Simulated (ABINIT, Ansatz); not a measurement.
# SnTe2 (Fm-3m): zone-centre phonons

Which modes does SnTe2 (Fm-3m) have at the zone centre?

Calculated with ABINIT 10.8.3; DFT LDA, scalar-relativistic, plane waves, HGH norm-conserving pseudopotentials.

Most raw output is cut from this account.

The structure was built from a prototype and need not be the compound's stable phase.

### Step 1. The starting structure

The structure is cubic, space group Fm-3m (No. 225). Conventional cell: a = 7.242 Å, b = 7.242 Å, c = 7.242 Å, α = 90.00°, β = 90.00°, γ = 90.00°. Nearest to Sn lie 8 Te at 3.14 Å. Nearest to Te lie 4 Sn at 3.14 Å. Farther neighbours and most contacts between anions are not listed.

### Step 2. Relaxing the cell and atoms

The harmonic expansion needs vanishing forces, and a free crystal bears no stress, so cell and atoms are brought to rest. Stress is more sensitive to the basis than forces are: the last 3 Ha under the cutoff are smoothed with ecutsm.

The starting cell comes from a relaxation made beforehand in Ansatz (LDA, PseudoDojo NC).

Input file relax.abi:

```
# relaxation
ionmov 2
optcell 2
dilatmx 1.08
ntime 40
tolmxf 1.0d-05
tolvrs 1.0d-14
prtwf 0
prtden 0
chksymtnons 0

# basis, mesh and filling
ecut 26.0
ecutsm 3.0
ixc 7
ngkpt 6 6 6
nshiftk 1
shiftk 0.0 0.0 0.0
istwfk *1
occopt 6
tsmear 0.01
nband 14
nstep 100
diemac 1000000.0
prtebands 0
prtgsr 0
useylm 1

# cell and atoms
acell 9.677444127 9.677444127 9.677444127
rprim 
    -0.7071067812 0.0 0.7071067812
    0.0 0.7071067812 0.7071067812
    -0.7071067812 0.7071067812 0.0
ntypat 2
znucl 50 52
natom 3
typat 1 2 2
xred 
    0.0 0.0 0.0
    0.75 0.75 0.75
    0.25 0.25 0.25
pp_dirpath "./pseudo"
pseudos "Sn.hgh, Te.hgh"
```

Command:

```
$ OMP_NUM_THREADS=1 mpirun -n 4 abinit relax.abi > relax.log
```

Run time: 29 s. Hardware: 4 MPI ranks of Intel Xeon at 2.70GHz, shared host; 1.9 min of CPU time.

Little changed from the start: no atom moved by 0.005 Å and no cell edge by 0.1 %.

Read from the output:

| Property | Result |
| --- | --- |
| volume per atom | 31.69 Å³ |
| pressure | 5.78e-5 GPa |
| gap on the k-mesh | 0 eV |

### Step 3. Ground state

First-order wavefunctions inherit every error of the ground state, hence the very tight tolvrs. ecutsm is kept as in the relaxation, so that the cell stays at rest. Occupations are smeared.

Input file gs.abi:

```
# ground state
tolvrs 1.0d-16
prtden 1
prtwf 1

# basis, mesh and filling
ecut 26.0
ecutsm 3.0
ixc 7
ngkpt 6 6 6
nshiftk 1
shiftk 0.0 0.0 0.0
istwfk *1
occopt 6
tsmear 0.01
nband 14
nstep 100
diemac 1000000.0
prtebands 0
prtgsr 0
useylm 1

# cell and atoms
acell 9.680526803 9.680526803 9.680526803
rprim 
    -0.7071067812 0.0 0.7071067812
    0.0 0.7071067812 0.7071067812
    -0.7071067812 0.7071067812 0.0
ntypat 2
znucl 50 52
natom 3
typat 1 2 2
xred 
    0.0 0.0 0.0
    0.75 0.75 0.75
    0.25 0.25 0.25
pp_dirpath "./pseudo"
pseudos "Sn.hgh, Te.hgh"
```

Command:

```
$ OMP_NUM_THREADS=1 mpirun -n 4 abinit gs.abi > gs.log
```

It took 11 s on 4 MPI ranks; 45 s of CPU time.

Read from the output:

```
pressure : 5.79e-5 GPa
```

The cell stands at 5.8e-5 GPa, close enough for phonons.

### Step 4. Zone-centre response

At q = 0 one unit cell holds all displacements. The response is solved for single atoms along the cell's directions, and symmetry skips those that follow from others. The crystal is treated as a metal, which screens a static field, so no field response is asked.

Input file dfpt_gamma.abi:

```

# common to the responses
getwfk_filepath "gso_WFK"
kptopt 2
nqpt 1
qpt 0.0 0.0 0.0
asr 0
chneut 0

# displacements
rfphon 1
rfatpol 1 3
rfdir 1 1 1
tolvrs 1.0d-10
prtwf 0

# basis, mesh and filling
ecut 26.0
ecutsm 3.0
ixc 7
ngkpt 6 6 6
nshiftk 1
shiftk 0.0 0.0 0.0
istwfk *1
occopt 6
tsmear 0.01
nband 14
nstep 100
diemac 1000000.0
prtebands 0
prtgsr 0
useylm 1

# cell and atoms
acell 9.680526803 9.680526803 9.680526803
rprim 
    -0.7071067812 0.0 0.7071067812
    0.0 0.7071067812 0.7071067812
    -0.7071067812 0.7071067812 0.0
ntypat 2
znucl 50 52
natom 3
typat 1 2 2
xred 
    0.0 0.0 0.0
    0.75 0.75 0.75
    0.25 0.25 0.25
pp_dirpath "./pseudo"
pseudos "Sn.hgh, Te.hgh"
```

Command:

```
$ OMP_NUM_THREADS=1 mpirun -n 4 abinit dfpt_gamma.abi > dfpt_gamma.log
```

Run time: 84 s. Hardware: 4 MPI ranks; 5.6 min of CPU time.

This step gave:

```yaml
largest_acoustic_frequency_at_the_zone_centre_before_the_sum_rule: -0.69 cm⁻¹
highest_optical_zone_centre_mode_no_lo_to_term: 82.53 cm⁻¹
lowest_optical_zone_centre_mode: 79.6 cm⁻¹
```

The acoustic modes at Γ come out as far as 0.7 cm⁻¹ from zero, where they should vanish, a small numerical error.

### Step 5. Zone-centre analysis

anaddb reads the merged derivatives and imposes the acoustic sum rule.

Input file anaddb.abi:

```
ddb_filepath "gamma_DDB"
output_file "anaddb.abo"
outdata_prefix "anaddb"
asr 1
chneut 1
enunit 2
eivec 1
nph1l 1
qph1l 0.0 0.0 0.0 1.0
```

Input file mrgddb.in:

```
gamma_DDB
merged
2
dfpt_gammao_DDB
gso_DDB
```

Command:

```
$ mrgddb < mrgddb.in > mrgddb.log
$ OMP_NUM_THREADS=1 anaddb anaddb.abi > anaddb.log
```

Run time: 0.76 s. Hardware: 1 thread.

Numbers from this step:

```
lowest optical zone-centre mode : 79.61 cm⁻¹
```

No LO-TO term; unit eigenvectors of the mass-weighted matrix, from anaddb's displacements. The modes at Γ (shares of kinetic energy by element, %):

| mode | frequency (cm⁻¹) | symmetry | Sn % | Te % |
| --- | --- | --- | --- | --- |
| 1 | 0.0 | acoustic | 32 | 68 |
| 2 | 0.0 | acoustic | 32 | 68 |
| 3 | 0.0 | acoustic | 32 | 68 |
| 4 | 79.6 | T2g | 0 | 100 |
| 5 | 79.6 | T2g | 0 | 100 |
| 6 | 79.6 | T2g | 0 | 100 |
| 7 | 82.5 | T1u | 68 | 32 |
| 8 | 82.5 | T1u | 68 | 32 |
| 9 | 82.5 | T1u | 68 | 32 |

Displacements in mode 4 (79.6 cm⁻¹), the largest set to 1:
```
Sn1  0.00  0.00  0.00
Te2  0.00  0.00  1.00
Te3  0.00  0.00 -1.00
```

Displacements in mode 7 (82.5 cm⁻¹), the largest set to 1:
```
Sn1  0.00  0.00 -1.00
Te2  0.00  0.00  0.47
Te3  0.00  0.00  0.47
```

The rule moves no optical mode by more than 0.1 cm⁻¹.

### Step 6. Sum rules set otherwise (asr 0)

Without the rule the raw error of the acoustic modes shows.

Changes to anaddb.abi since step 5:

```diff
@@ -3,4 +3,4 @@
 outdata_prefix "anaddb"
-asr 1
-chneut 1
+asr 0
+chneut 0
 enunit 2
```

mrgddb.in is that of step 5.

Elapsed: 0.7 s, on 1 thread.

Read from the output:

```yaml
lowest_optical_zone_centre_mode: 79.6 cm⁻¹
```

Zone-centre frequencies as printed; negative means imaginary. Modes:

| mode | frequency (cm⁻¹) |
| --- | --- |
| 1 | -0.69 |
| 2 | -0.69 |
| 3 | -0.69 |
| 4 | 79.6 |
| 5 | 79.6 |
| 6 | 79.6 |
| 7 | 82.53 |
| 8 | 82.53 |
| 9 | 82.53 |

### Step 7. What came out

* space group after relaxation: Fm-3m
* volume per atom: 31.7 Å³
* highest optical zone-centre mode (no LO-TO term): 82.5 cm⁻¹
* lowest optical zone-centre mode: 79.6 cm⁻¹
* imaginary optical modes at the zone centre (no q mesh in this session): none

**Reading.** At the LDA level the optical modes of SnTe2 (Fm-3m) at the zone centre run from 80 to 83 cm⁻¹. These are harmonic frequencies at zero temperature: anharmonic shifts and linewidths and thermal expansion are left out. Spin-orbit coupling is left out, which can matter for the heavy elements here. The HGH files keep few electrons and have no core correction, which is cheap but rough for Sn. In a metal the frequencies hang on the k mesh and the smearing, most of all near Kohn anomalies. The structure is a hypothetical one, built on a prototype.

[Host names and launcher messages were left out of these logs when they were recorded.]

[Logs are printed without paths, hosts, clocks, repeated set-up lines and the standing remarks that a program may print on its own settings, such as how far it seeks lower states.]

[Hosts, paths, dates, database ids (printed as entryN), source tags and the programs' standing remarks are cut or masked in the printed files.]
